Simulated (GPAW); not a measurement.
# How Mg2C3 absorbs and reflects light, part 2 of 2

Wanted: where Mg2C3 starts to absorb, how strongly, and its refractive index.

GPAW 26.7.0; DFT, RPBE, plane-wave PAW (GPAW data sets), scalar-relativistic, RPA, optical limit.

So far. Step 2 (Ground state): There is a gap, 1.95 eV on this mesh (points off the mesh can give less), so no carriers' term is needed.

## (4) Dielectric function, RPA

Local fields let the induced charge screen the field inside the cell, which as a rule lowers ε, most along directions where the density is uneven.

This step: DFT, RPBE, plane-wave PAW (GPAW data sets), scalar-relativistic, RPA, optical limit (GPAW 26.7.0).

The input, df.py:

```python
from gpaw.response.df import DielectricFunction

df = DielectricFunction('full.gpw', frequencies={'type': 'nonlinear', 'domega0': 0.03, 'omega2': 8},
                        ecut=50,
                        eta=0.2,
                        nbands=37,
                        txt='df.txt')
for direction in ['x', 'y', 'z']:
    df.get_dielectric_function(xc='RPA', direction=direction, filename=f'df_{direction}.csv')
```

Run with:

```sh
$ OMP_NUM_THREADS=1 python df.py
```

Output:

```text
Using integrator: PointIntegrator
NonLinearFrequencyDescriptor(from 0.000 to 100.485 eV, 541 points)
Nonperiodic BCs:  [False False False]
Using integrator: PointIntegrator
NonLinearFrequencyDescriptor(from 0.000 to 100.485 eV, 541 points)
Nonperiodic BCs:  [False False False]

Calculating chi0 body with:
    Ground state adapter containing:
    Number of spins: 1
    Number of kpoints: 384
    Number of irreducible kpoints: 114
    Number of completely occupied states: 16
    Number of partially occupied states: 16

    Linear response parametrization:
    q_c: [0.0, 0.0, 0.0]
    Number of frequency points: 541
    Planewave cutoff: 50.0
    Number of bands: 37
    Number of planewaves: 39
    Broadening (eta): 0.2

Integrating chi0 body.

Symmetries of q_c:
    Direct symmetries (Uq -> q): 4
    Indirect symmetries (TUq -> q): 0
In total 4 allowed symmetries.

114 groups of equivalent kpoints. 70.3125% reduction.

Integral kind: spectral function

Calculating chi0 optical extensions with:
    Ground state adapter containing:
    Number of spins: 1
    Number of kpoints: 384
    Number of irreducible kpoints: 114
    Number of completely occupied states: 16
    Number of partially occupied states: 16

    Linear response parametrization:
    Number of frequency points: 541
    Planewave cutoff: 50.0
    Number of bands: 37
    Number of planewaves: 39
    Broadening (eta): 0.2
Integrating chi0 head and wings.

Symmetries of q_c:
    Direct symmetries (Uq -> q): 4
    Indirect symmetries (TUq -> q): 0
In total 4 allowed symmetries.

114 groups of equivalent kpoints. 70.3125% reduction.

Integral kind: spectral function wings
```

It took 18 s on 1 thread of Arm Neoverse V2, shared host; peak memory 0.25 GiB.

Numbers from this step:

| Quantity | Value |
| --- | --- |
| electronic dielectric constant ε∞, mean over x, y and z (by symmetry where fewer were run) | 6.750 |

Some rows of df_x.csv (energy; Re and Im without local fields; Re and Im with them):

```text
0.000000, 7.728171, 0.000000, 6.289565, 0.000000
0.460735, 7.803690, 0.067484, 6.338034, 0.043167
0.943989, 8.062385, 0.154233, 6.502762, 0.097440
1.451455, 8.605472, 0.295873, 6.842513, 0.182554
1.984998, 9.714336, 0.620116, 7.515266, 0.369391
2.546682, 12.357493, 2.177072, 8.979547, 1.248544
3.138794, 12.368732, 8.427978, 9.095666, 3.791868
3.763875, 5.467488, 11.129432, 7.429628, 6.378721
4.424758, 0.381523, 8.570559, 4.679226, 8.230558
5.124608, 0.717761, 5.533182, 1.930065, 6.847814
5.866977, 1.279444, 3.558453, 0.477872, 4.259334
6.655862, 2.465430, 3.884242, 1.766369, 3.553552
7.495775, 2.128911, 4.635947, 1.853761, 3.769436
8.391833, 0.898728, 5.104635, 1.251297, 3.830734
9.349861, -0.803466, 4.661933, 0.564609, 4.618371
10.376517, -1.439309, 3.461885, -1.049153, 3.432567
11.479449, -1.168321, 2.196816, -0.824724, 2.192764
12.667487, -0.877573, 1.674819, -0.567477, 1.709355
13.950874, -0.549674, 1.258163, -0.290235, 1.275379
```

Sum at mesh points, not converged in k; values under the direct gap are tails of Lorentzian lines. Im ε against photon energy; read off at these points:

| photon energy (eV) | E ∥ x | E ∥ y | E ∥ z |
| --- | --- | --- | --- |
| 0.00 | 0 | 0 | 0 |
| 0.50 | 0.0471 | 0.0308 | 0.0931 |
| 1.00 | 0.105 | 0.0680 | 0.211 |
| 1.50 | 0.194 | 0.123 | 0.401 |
| 2.00 | 0.378 | 0.228 | 0.830 |
| 2.50 | 1.09 | 0.552 | 2.66 |
| 3.00 | 3.46 | 1.98 | 8.10 |
| 3.50 | 5.71 | 4.96 | 16.1 |
| 4.00 | 6.78 | 4.87 | 13.8 |
| 4.38 | 8.24 | 4.76 | 11.2 |
| 4.50 | 8.16 | 4.56 | 10.5 |
| 5.00 | 7.06 | 3.23 | 7.48 |
| 5.50 | 5.94 | 2.58 | 6.45 |
| 6.00 | 3.91 | 2.06 | 6.04 |
| 6.50 | 3.50 | 2.40 | 5.62 |
| 7.00 | 3.56 | 3.64 | 5.31 |
| 7.50 | 3.77 | 4.57 | 4.35 |
| 7.67 | 3.80 | 4.76 | 4.00 |
| 8.00 | 4.31 | 4.58 | 3.49 |
| 8.50 | 3.80 | 4.15 | 2.77 |
| 9.00 | 4.59 | 3.97 | 2.31 |
| 9.28 | 4.62 | 3.83 | 2.21 |
| 9.50 | 4.59 | 3.89 | 2.24 |
| 10.00 | 4.29 | 3.69 | 3.07 |
| 10.50 | 3.21 | 3.56 | 2.98 |
| 11.00 | 2.63 | 3.66 | 2.72 |
| 11.50 | 2.18 | 3.33 | 2.00 |
| 12.00 | 1.83 | 3.12 | 1.85 |
| 12.50 | 1.79 | 2.87 | 1.66 |
| 13.00 | 1.48 | 2.51 | 1.56 |
| 13.50 | 1.46 | 2.15 | 1.33 |
| 14.00 | 1.28 | 1.49 | 1.26 |
| 14.50 | 1.27 | 1.41 | 1.15 |

The reflectivity at normal incidence has structure finer than the step of the table below, so its rows give means over 0.5 eV, whole bins alone (the curve runs from 0 to 15.0 eV). Peaks (eV: height): E ∥ x 4.52: 32.6, 8.15: 23.3, 10.45: 34.1; E ∥ y 3.43: 26.0, 13.86: 36.8; E ∥ z 3.55: 44.9, 7.50: 37.3, 11.25: 33.4.

Sum at mesh points, not converged in k. The reflectivity at normal incidence by photon energy; means over each step:

```
photon energy (eV)  E ∥ x (%)  E ∥ y (%)  E ∥ z (%)
               0.5       18.7       15.0       25.0
               1.0       19.2       15.3       25.8
               1.5       20.1       16.1       27.2
               2.0       21.8       17.3       29.8
               2.5       24.9       19.7       34.1
               3.0       27.4       23.1       39.3
               3.5       29.3       25.2       44.1
               4.0       30.3       23.6       44.2
               4.5       32.3       21.8       42.8
               5.0       30.9       16.7       37.9
               5.5       30.3       13.5       34.6
               6.0       23.9       12.6       34.0
               6.5       19.2       15.4       34.4
               7.0       19.1       19.6       34.6
               7.5       19.9       22.2       36.7
               8.0       22.2       22.9       35.4
               8.5       21.5       22.0       32.4
               9.0       24.8       21.6       26.5
               9.5       28.2       21.9       19.4
              10.0       32.4       22.4       22.3
              10.5       34.0       21.8       27.5
              11.0       31.8       24.4       30.4
              11.5       31.5       25.7       31.5
              12.0       29.1       26.4       28.6
              12.5       27.3       27.9       27.7
              13.0       26.4       30.6       27.2
              13.5       24.6       33.9       27.3
              14.0       23.4       34.9       26.2
              14.5       23.5       30.2       25.5
```

Sum at mesh points, not converged in k; values under the direct gap are tails of Lorentzian lines. Table of loss function −Im 1/ε at q → 0 by energy loss; read off at these points:

| energy loss (eV) | E ∥ x | E ∥ y | E ∥ z |
| --- | --- | --- | --- |
| 0.0 | 0 | 0 | 0 |
| 0.5 | 0.00117 | 0.00118 | 0.00115 |
| 1.0 | 0.00246 | 0.00249 | 0.00240 |
| 1.5 | 0.00408 | 0.00413 | 0.00393 |
| 2.0 | 0.00663 | 0.00661 | 0.00627 |
| 2.5 | 0.0138 | 0.0123 | 0.0129 |
| 3.0 | 0.0372 | 0.0318 | 0.0257 |
| 3.5 | 0.0549 | 0.0750 | 0.0446 |
| 4.0 | 0.0719 | 0.108 | 0.0695 |
| 4.5 | 0.0973 | 0.156 | 0.0952 |
| 5.0 | 0.126 | 0.196 | 0.134 |
| 5.5 | 0.163 | 0.187 | 0.154 |
| 6.0 | 0.244 | 0.140 | 0.165 |
| 6.5 | 0.234 | 0.110 | 0.177 |
| 7.0 | 0.219 | 0.114 | 0.186 |
| 7.5 | 0.214 | 0.141 | 0.210 |
| 8.0 | 0.200 | 0.176 | 0.256 |
| 8.5 | 0.230 | 0.207 | 0.325 |
| 9.0 | 0.204 | 0.225 | 0.416 |
| 9.5 | 0.217 | 0.234 | 0.441 |
| 10.0 | 0.228 | 0.259 | 0.323 |
| 10.5 | 0.281 | 0.263 | 0.330 |
| 11.0 | 0.346 | 0.270 | 0.345 |
| 11.5 | 0.402 | 0.300 | 0.430 |
| 12.0 | 0.485 | 0.319 | 0.491 |
| 12.5 | 0.515 | 0.341 | 0.546 |
| 13.0 | 0.618 | 0.364 | 0.587 |
| 13.5 | 0.651 | 0.386 | 0.668 |
| 14.0 | 0.749 | 0.495 | 0.719 |
| 14.5 | 0.748 | 0.604 | 0.795 |

Sum at mesh points, not converged in k; values under the direct gap are tails of Lorentzian lines. Im ε, E ∥ x against photon energy; read off at these points:

| photon energy (eV) | without local fields | with local fields |
| --- | --- | --- |
| 0.00 | 0 | 0 |
| 0.50 | 0.0737 | 0.0471 |
| 1.00 | 0.166 | 0.105 |
| 1.50 | 0.315 | 0.194 |
| 2.00 | 0.636 | 0.378 |
| 2.50 | 1.89 | 1.09 |
| 3.00 | 6.99 | 3.46 |
| 3.50 | 11.6 | 5.71 |
| 4.00 | 11.0 | 6.78 |
| 4.38 | 8.97 | 8.24 |
| 4.50 | 7.95 | 8.16 |
| 5.00 | 5.81 | 7.06 |
| 5.50 | 4.73 | 5.94 |
| 6.00 | 3.59 | 3.91 |
| 6.50 | 3.69 | 3.50 |
| 7.00 | 4.21 | 3.56 |
| 7.50 | 4.64 | 3.77 |
| 8.00 | 5.65 | 4.31 |
| 8.50 | 5.19 | 3.80 |
| 9.00 | 5.32 | 4.59 |
| 9.50 | 4.33 | 4.59 |
| 10.00 | 4.11 | 4.29 |
| 10.50 | 3.24 | 3.21 |
| 11.00 | 2.64 | 2.63 |
| 11.50 | 2.19 | 2.18 |
| 12.00 | 1.81 | 1.83 |
| 12.50 | 1.81 | 1.79 |
| 13.00 | 1.50 | 1.48 |
| 13.50 | 1.46 | 1.46 |
| 14.00 | 1.27 | 1.28 |
| 14.50 | 1.21 | 1.27 |

At chosen wavelengths:

```
wavelength (nm)   n x    k x  R (%) x   1/α x   n y    k y  R (%) y   1/α y
           1550  2.54  0.016     18.9  7.9 µm  2.27  0.011     15.1   11 µm
           1064  2.57  0.025     19.4  3.4 µm  2.30  0.018     15.5  4.7 µm
            800  2.63  0.039     20.2  1.6 µm  2.34  0.028     16.1  2.3 µm
            633  2.73  0.065     21.6  776 nm  2.41  0.045     17.2  1.1 µm
            532  2.88  0.123     23.6  344 nm  2.52  0.077     18.6  553 nm
            405  3.06  0.581     27.2   55 nm  2.81  0.400     23.4   81 nm
            365  3.09  0.850     29.2   34 nm  2.81  0.811     25.9   36 nm
```

Below the direct gap, k and the depth come from the tails of the Lorentzian lines, not from transitions.

Rows near the edge hang on the gap, which this functional as a rule makes too small, and phonon-assisted absorption is left out.

## (5) Results

```json
{"electronic dielectric constant ε∞, mean over x, y and z (by symmetry where fewer were run) (RPA)": "6.75"}
```

At this level (RPBE, RPA) Mg2C3 has a mean ε∞ = 6.75 and n = 2.54 at 1550 nm (E ∥ x). On the mesh the gap is 1.76 eV and the least direct gap 2.45 eV, so on this mesh the band edges lie at different points. Local fields change the static value along x from 7.73 to 6.29 (-19 %). The static values by axis are 6.29 (x), 5.07 (y), 8.89 (z). Excitons and phonon-assisted transitions are missing; RPBE gaps are as a rule too small, which pulls the onset down and ε∞ up. The sum runs over mesh points 0.24 Å⁻¹ apart with no interpolation, so peaks are partly noise of the mesh and static values carry its error.

[Machine, clock and banner lines and Python warnings are left out of the logs.]

[Logs are printed without paths, hosts, clocks, repeated set-up lines and the standing remarks that a program may print on its own settings, such as how far it seeks lower states.]

[Hosts, paths, dates, database ids (printed as entryN), source tags and the programs' standing remarks are cut or masked in the printed files.]
